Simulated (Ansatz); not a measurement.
## Free carriers and the phonons of TePb (Fm-3m)

Aim: how far do free carriers move the optical modes of TePb (Fm-3m)?

Method: DFT LDA, scalar-relativistic, plane waves, PAW; PAW set soft_1, in Ansatz 0.2.0.

Report form: the programs' logs are mostly left out.

## 1. Starting point

It takes space group Fm-3m (No. 225, cubic). Conventional cell: a = 6.462 Å, b = 6.462 Å, c = 6.462 Å, α = 90.00°, β = 90.00°, γ = 90.00°. Nearest to Te lie 6 Pb at 3.23 Å. Nearest to Pb lie 6 Te at 3.23 Å. Farther neighbours and most contacts between anions are not listed.

## 2. Bringing the structure to rest

The cell and atoms are relaxed, since residual forces and stress would shift the frequencies.

Input file input.yaml:

```yaml
crystal:
  lattice:
    - [0.0, 3.231, 3.231]
    - [3.231, 0.0, 3.231]
    - [3.231, 3.231, 0.0]
  atoms:
    - { symbol: Te, position: [0.5, 0.5, 0.5] }
    - { symbol: Pb, position: [0.0, 0.0, 0.0] }
kpoints:
  mp_grid: { grid: [8, 8, 8] }
hamiltonian:
  xc: lda
  pseudopotentials: { kind: paw, azcp: { folder: soft_1 }, xc_functional: pbe }
scf:
  occupations: { method: gaussian, width: 0.02 }
output:
  forces: true
  stress: true
  eigenvalues: true
  write_density: true
  write_potential: true
  elf: true
  volumetric_format: npy
relax:
  adjacent_minimum: "off"
  f_tol: 0.005
  max_steps: 80
  cell: { stress_tol: 0.05 }
```

Run with:

```console
$ ansatz run input.yaml --threads 8 --pin off --max-ram 16384MiB --backend cpu --events-out ev --progress --plain --runs-dir out
```

Run time: 4.5 s. Hardware: 8 threads of Intel Xeon at 2.70GHz, shared host; peak memory 0.43 GiB; 17 s of CPU time.

The steps of the relaxation:

| step | energy less that of the first step (eV) | largest force component (eV/Å) | pressure (GPa) | volume (Å³) |
| --- | --- | --- | --- | --- |
| 1 | 0.0000 | 0.0000 | -1.70 | 67.46 |
| 2 | -0.0127 | 0.0000 | 0.67 | 64.09 |
| 3 | -0.0143 | 0.0000 | -0.05 | 65.01 |
| 4* | -0.0138 | 0.0000 | -0.05 | 65.01 |

Relaxation steps marked * repeat the geometry before them on a plane-wave basis chosen anew for their cell, so energy and pressure can jump there.

The run keeps the 48 symmetry operations that it works with, so distortions that break them were not tested.

| conventional cell, symmetrised | before | after | change |
| --- | --- | --- | --- |
| a (Å) | 6.462 | 6.383 | -1.2 % |
| b (Å) | 6.462 | 6.383 | -1.2 % |
| c (Å) | 6.462 | 6.383 | -1.2 % |
| volume (Å³/atom) | 33.73 | 32.51 | -3.6 % |

The relaxed structure:

```xyz
2
Lattice="0.0000 3.1914 3.1914 3.1914 0.0000 3.1914 3.1914 3.1914 0.0000" Properties=species:S:1:pos:R:3 pbc="T T T"
Te    3.1914    3.1914    3.1914
Pb    0.0000    0.0000    0.0000
```

Numbers from this step:

| Item | Value |
| --- | --- |
| pressure | -0.04787 GPa |
| gap on the k-mesh | 0.5784 eV |
| volume per atom | 32.51 Å³ |

ELF in the ac plane of the conventional cell at fractional y = 0.000, with atoms of Te and Pb within 0.2 Å of it. It is the smooth field of the valence electrons, not physical close to the nuclei.

Values, 10 rows by 16 columns, each cell a mean:
```
0.16 0.33 0.40 0.28 0.44 0.59 0.40 0.18 0.14 0.30 0.54 0.55 0.30 0.34 0.39 0.21
0.37 0.35 0.26 0.16 0.25 0.51 0.58 0.55 0.54 0.58 0.57 0.36 0.16 0.21 0.32 0.37
0.45 0.41 0.30 0.15 0.10 0.18 0.29 0.36 0.37 0.33 0.23 0.11 0.11 0.24 0.37 0.44
0.46 0.53 0.59 0.44 0.21 0.25 0.37 0.39 0.38 0.38 0.31 0.20 0.31 0.58 0.57 0.48
0.08 0.23 0.51 0.56 0.32 0.36 0.37 0.12 0.07 0.26 0.41 0.29 0.46 0.58 0.36 0.11
0.14 0.30 0.54 0.55 0.30 0.34 0.39 0.21 0.16 0.33 0.40 0.28 0.44 0.59 0.40 0.18
0.54 0.58 0.57 0.36 0.16 0.21 0.32 0.37 0.37 0.35 0.26 0.16 0.25 0.51 0.58 0.55
0.37 0.33 0.23 0.11 0.11 0.24 0.37 0.44 0.45 0.41 0.30 0.15 0.10 0.18 0.29 0.36
0.38 0.38 0.31 0.20 0.31 0.58 0.57 0.48 0.46 0.53 0.59 0.44 0.21 0.25 0.37 0.39
0.07 0.26 0.41 0.29 0.46 0.58 0.36 0.11 0.08 0.23 0.51 0.56 0.32 0.36 0.37 0.12
```
Columns run along a (6.4 Å), rows up along c (6.4 Å), edges of the conventional cell, whose origin can differ from the input's. Atoms in or near the plane, at fractional coordinates: Te at (0.50, 0.00), Te at (0.00, 0.50), Pb at (0.00, 0.00), Pb at (0.50, 0.50).

Valence density in the ac plane of the conventional cell at fractional y = 0.000, with atoms of Te and Pb within 0.2 Å of it. It is the smooth field of the valence electrons, not physical close to the nuclei.

Values in e/Å³, 10 rows by 16 columns, each cell a mean:
```
 5  3  1  0  0  0  2  7  9  3  1  0  0  0  2  4
 1  0  0  0  0  0  0  1  1  0  0  0  0  0  0  1
 0  0  0  0  0  0  0  0  0  0  0  0  0  0  0  0
 1  1  0  0  0  0  1  1  1  1  0  0  0  0  1  1
12  5  1  0  0  1  2  5  6  4  1  0  0  0  2  9
 9  3  1  0  0  0  2  4  5  3  1  0  0  0  2  7
 1  0  0  0  0  0  0  1  1  0  0  0  0  0  0  1
 0  0  0  0  0  0  0  0  0  0  0  0  0  0  0  0
 1  1  0  0  0  0  1  1  1  1  0  0  0  0  1  1
 6  4  1  0  0  0  2  9 12  5  1  0  0  1  2  5
```
Columns run along a (6.4 Å), rows up along c (6.4 Å), edges of the conventional cell, whose origin can differ from the input's. Atoms in or near the plane, at fractional coordinates: Te at (0.50, 0.00), Te at (0.00, 0.50), Pb at (0.00, 0.00), Pb at (0.50, 0.50).

Electrostatic potential energy in the ac plane of the conventional cell at fractional y = 0.000, with atoms of Te and Pb within 0.2 Å of it. With pseudopotentials it is smooth inside the atoms' cores, unlike the true potential.

Ten even steps from '0' (-33 eV) to '9' (13 eV), each cell a mean:
```
002798528952798500
015899732325899720
468999975468999875
889999998899999998
999999999999999999
789999987788999987
247999852137899852
624898610003899625
962798400101798439
952798500002798528
325899720015899732
468999875468999975
899999998889999998
999999999999999999
788999987789999987
137899852247999852
003899625624898610
101798439962798400
```
Columns run along a (6.4 Å; values clipped at the 3rd and 97th percentile), rows up along c (6.4 Å), edges of the conventional cell, whose origin can differ from the input's. Atoms in or near the plane, at fractional coordinates: Te at (0.50, 0.00), Te at (0.00, 0.50), Pb at (0.00, 0.00), Pb at (0.50, 0.50).

In this step the volume went from 33.73 to 32.51 Å³/atom.

## 3. Bringing the structure to rest

The relaxation is repeated from its end, on the mesh and smearing that suit the cell and gap now reached.

input.yaml, the sections that differ from step 2:

```yaml
crystal:
  lattice:
    - [0.0, 3.191440838, 3.191440838]
    - [3.191440838, 0.0, 3.191440838]
    - [3.191440838, 3.191440838, 0.0]
  atoms:
    - { symbol: Te, position: [0.5, 0.5, 0.5] }
    - { symbol: Pb, position: [0.0, 0.0, 0.0] }
kpoints:
  mp_grid: { grid: [10, 10, 10] }
# hamiltonian, scf, output, relax: as in step 2
```

Elapsed: 3.8 s, on 8 threads; peak memory 0.45 GiB.

Little changed from the start: no atom moved by 0.005 Å and no cell edge by 0.1 %.

Numbers from this step:

```
pressure          : 0.02589 GPa
gap on the k-mesh : 0.5748 eV
volume per atom   : 32.45 Å³
```

In this step the volume went from 32.51 to 32.45 Å³/atom.

## 4. Tight relaxation

Phonons need small forces and stress, so the relaxation is finished with tight tolerances on 12×12×12 k points.

Input file input.yaml:

```yaml
crystal:
  lattice:
    - [0.0, 3.1895970397, 3.1895970397]
    - [3.1895970397, 0.0, 3.1895970397]
    - [3.1895970397, 3.1895970397, 0.0]
  atoms:
    - { symbol: Te, position: [0.5, 0.5, 0.5] }
    - { symbol: Pb, position: [0.0, 0.0, 0.0] }
kpoints:
  mp_grid: { grid: [12, 12, 12] }
hamiltonian:
  xc: lda
  pseudopotentials: { kind: paw, azcp: { folder: soft_1 }, xc_functional: pbe }
scf:
  occupations: { method: fixed }
output:
  forces: true
  stress: true
  eigenvalues: true
relax:
  adjacent_minimum: "off"
  f_tol: 0.001
  max_steps: 60
  cell: { stress_tol: 0.01 }
```

Run time: 5 s. Hardware: 8 threads; peak memory 0.48 GiB; 28 s of CPU time.

Little changed from the start: no atom moved by 0.005 Å and no cell edge by 0.1 %.

Numbers from this step:

```
pressure          : 5.24e-5 GPa
gap on the k-mesh : 0.5759 eV
volume per atom   : 32.47 Å³
```

The forces vanish by symmetry and the pressure is 0.000 GPa, within the tolerances set. The cell now holds 32.47 Å³/atom.

## 5. Ground state of a member: no carriers

The cell of the neutral crystal is kept with no carriers. The bands are sampled on 30×30×30 points with Fermi-Dirac filling of 0.03 eV.

input.yaml, the sections that differ from step 4:

```yaml
crystal:
  lattice:
    - [0.0, 3.1901259286, 3.1901259286]
    - [3.1901259286, 0.0, 3.1901259286]
    - [3.1901259286, 3.1901259286, 0.0]
  atoms:
    - { symbol: Te, position: [0.5, 0.5, 0.5] }
    - { symbol: Pb, position: [0.0, 0.0, 0.0] }
kpoints:
  mp_grid: { grid: [30, 30, 30] }
scf:
  occupations: { method: fermi_dirac, width: 0.03 }
# hamiltonian, output: as in step 4
# relax: removed
```

Wall time 9.5 s (8 threads); peak memory 0.98 GiB.

The forces vanish by symmetry.

## 6. Zone-centre modes of the member: no carriers

The force constants come from the linear response of the density to a displacement.

The zone-centre modes follow for no carriers.

Changes to input.yaml since step 5:

```diff
@@ -16,4 +16,4 @@
 output:
-  forces: true
-  stress: true
   eigenvalues: true
+phonons:
+  method: dfpt
```

The job ended after 2.3 min (8 threads; peak memory 6.1 GiB).

Numbers from this step:

* sum-rule residual before enforcement: 1.22e-4 eV/Å²
* point group: m-3m
* highest optical mode at the zone centre (no LO-TO term): 47.5 cm⁻¹
* lowest optical zone-centre mode: 47.5 cm⁻¹

Without the LO-TO term. Patterns of degenerate modes are one choice out of their space. Modes at Γ, with each element's share of the kinetic energy:

| mode | frequency (cm⁻¹) | symmetry | Te % | Pb % |
| --- | --- | --- | --- | --- |
| 1 | 0.0 | acoustic | 38 | 62 |
| 2 | 0.0 | acoustic | 38 | 62 |
| 3 | 0.0 | acoustic | 38 | 62 |
| 4 | 47.5 | T1u | 62 | 38 |
| 5 | 47.5 | T1u | 62 | 38 |
| 6 | 47.5 | T1u | 62 | 38 |

Displacements in mode 5 (47.5 cm⁻¹), the largest set to 1:
```
Te1  0.00  0.00  1.00
Pb2  0.00  0.00 -0.62
```

The optical mode without the LO-TO term lies at 47.5 cm⁻¹.

## 7. Ground state of a member: 15 × 10²⁰ holes per cm³

The cell of the neutral crystal is kept with 15 × 10²⁰ holes per cm³, balanced by a uniform background. The bands are sampled on 30×30×30 points with Fermi-Dirac filling of 0.03 eV.

Changes to input.yaml since step 6:

```diff
@@ -8,2 +8,3 @@
     - { symbol: Pb, position: [0.0, 0.0, 0.0] }
+total_charge: 0.097397
 kpoints:
@@ -16,4 +17,4 @@
 output:
+  forces: true
+  stress: true
   eigenvalues: true
-phonons:
-  method: dfpt
```

It took 8.9 s on 8 threads; peak memory 0.98 GiB.

The forces vanish by symmetry.

## 8. Modes of this member: 15 × 10²⁰ holes per cm³

The zone-centre modes follow for 15 × 10²⁰ holes per cm³.

Changes to input.yaml since step 7:

```diff
@@ -17,4 +17,4 @@
 output:
-  forces: true
-  stress: true
   eigenvalues: true
+phonons:
+  method: dfpt
```

The job ended after 2.2 min (8 threads; peak memory 6.1 GiB).

This step gave:

```yaml
sum_rule_residual_before_enforcement: 7.19e-5 eV/Å²
highest_optical_mode_at_the_zone_centre_no_lo_to_term: 50.77 cm⁻¹
lowest_optical_zone_centre_mode: 50.77 cm⁻¹
```

Without the LO-TO term. Patterns of degenerate modes are one choice out of their space. The modes at Γ (shares of kinetic energy by element, %):

| mode | frequency (cm⁻¹) | symmetry | Te % | Pb % |
| --- | --- | --- | --- | --- |
| 1 | 0.0 | acoustic | 38 | 62 |
| 2 | 0.0 | acoustic | 38 | 62 |
| 3 | 0.0 | acoustic | 38 | 62 |
| 4 | 50.8 | T1u | 62 | 38 |
| 5 | 50.8 | T1u | 62 | 38 |
| 6 | 50.8 | T1u | 62 | 38 |

The optical mode without the LO-TO term lies at 50.8 cm⁻¹.

For the highest optical mode at the zone centre (no LO-TO term), step 6 gave 47.5 cm⁻¹; this run, with carriers -15 × 10²⁰ cm⁻³, gives 50.8 cm⁻¹ (+7 %).

## 9. A check on a coarser mesh: 2 × 10²⁰ holes per cm³

To see what the mesh is worth, the run for 2 × 10²⁰ holes per cm³ is repeated on 24×24×24 points.

Changes to input.yaml since step 8:

```diff
@@ -8,5 +8,5 @@
     - { symbol: Pb, position: [0.0, 0.0, 0.0] }
-total_charge: 0.097397
+total_charge: 0.012986
 kpoints:
-  mp_grid: { grid: [30, 30, 30] }
+  mp_grid: { grid: [24, 24, 24] }
 hamiltonian:
```

The job ended after 72 s (8 threads; peak memory 3.4 GiB; 7 min of CPU time).

Numbers from this step:

* sum-rule residual before enforcement: 7.65e-5 eV/Å²
* highest optical mode at the zone centre (no LO-TO term): 48.47 cm⁻¹
* lowest optical zone-centre mode: 48.47 cm⁻¹

The highest mode comes at 48.5 cm⁻¹, against 48.5 cm⁻¹ on 30×30×30 points.

## 10. A check on a coarser mesh: 10 × 10²⁰ holes per cm³

To see what the mesh is worth, the run for 10 × 10²⁰ holes per cm³ is repeated on 24×24×24 points.

Changes to input.yaml since step 9:

```diff
@@ -8,3 +8,3 @@
     - { symbol: Pb, position: [0.0, 0.0, 0.0] }
-total_charge: 0.012986
+total_charge: 0.064931
 kpoints:
```

Elapsed: 76 s, on 8 threads; peak memory 3.4 GiB; 7.4 min of CPU time.

Numbers from this step:

| Quantity | Value |
| --- | --- |
| sum-rule residual before enforcement | 8.37e-5 eV/Å² |
| highest optical mode at the zone centre (no LO-TO term) | 50.31 cm⁻¹ |
| lowest optical zone-centre mode | 50.31 cm⁻¹ |

The highest mode comes at 50.3 cm⁻¹, against 50.2 cm⁻¹ on 30×30×30 points.

## 11. All members side by side

The members are set side by side, also those not shown above.

Electrons count positive and holes negative; without the LO-TO term; modes are tracked from the neutral crystal by their patterns, and those within 0.3 cm⁻¹ of each other stand once; the cell of the neutral crystal is kept and the atoms are relaxed where symmetry leaves them free; all runs use 30×30×30 k points and Fermi-Dirac smearing of 0.03 eV. Optical modes along the series:

| carriers (10²⁰ cm⁻³) | mode 4 T1u (cm⁻¹) |
| --- | --- |
| -15 | 50.77 |
| -10 | 50.17 |
| -6 | 49.54 |
| -4 | 49.07 |
| -2 | 48.46 |
| -1 | 48.07 |
| 0 | 47.5 |

## 12. Outcome

| Item | Value |
| --- | --- |
| members | 7 |
| mode | mode 4 T1u |
| its frequency without carriers | 47.50 cm⁻¹ |
| its frequency at -15 × 10²⁰ cm⁻³ | 50.77 cm⁻¹ |

In words: At 15 × 10²⁰ holes per cm³ the optical mode has moved by +3.27 cm⁻¹ from 47.50 cm⁻¹. At 2 and 10 × 10²⁰ cm⁻³ the coarser mesh moves the optical modes by up to 0.14 cm⁻¹, a measure of the error left by the mesh there. The response is adiabatic: the carriers follow the ions at once. Where they cannot, as for a zone-centre mode faster than their scattering, measured shifts differ, and line shapes are not given here. The background stands for dopants without their size, scattering or local bonds, and the cell is that of the neutral crystal, although carriers also change the volume at rest, which would shift the modes as well. In a polar crystal the carriers also screen the field of the longitudinal modes, often the largest effect; only modes without that field are treated here. These are harmonic frequencies of a static lattice, with warm electrons: anharmonic shifts, linewidths and thermal expansion are left out. Spin-orbit coupling is left out, which can matter for the heavy elements here. The PAW files were made for PBE; the program adapts parts of them to the functional of the run, but their partial waves stay those of PBE, an approximation that was not tested in this session. Only the zone centre was solved, so an instability at another wavevector cannot show here.

[Logs are printed without paths, hosts, clocks, repeated set-up lines and the standing remarks that a program may print on its own settings, such as how far it seeks lower states.]

[Hosts, paths, dates, database ids (printed as entryN), source tags and the programs' standing remarks are cut or masked in the printed files.]
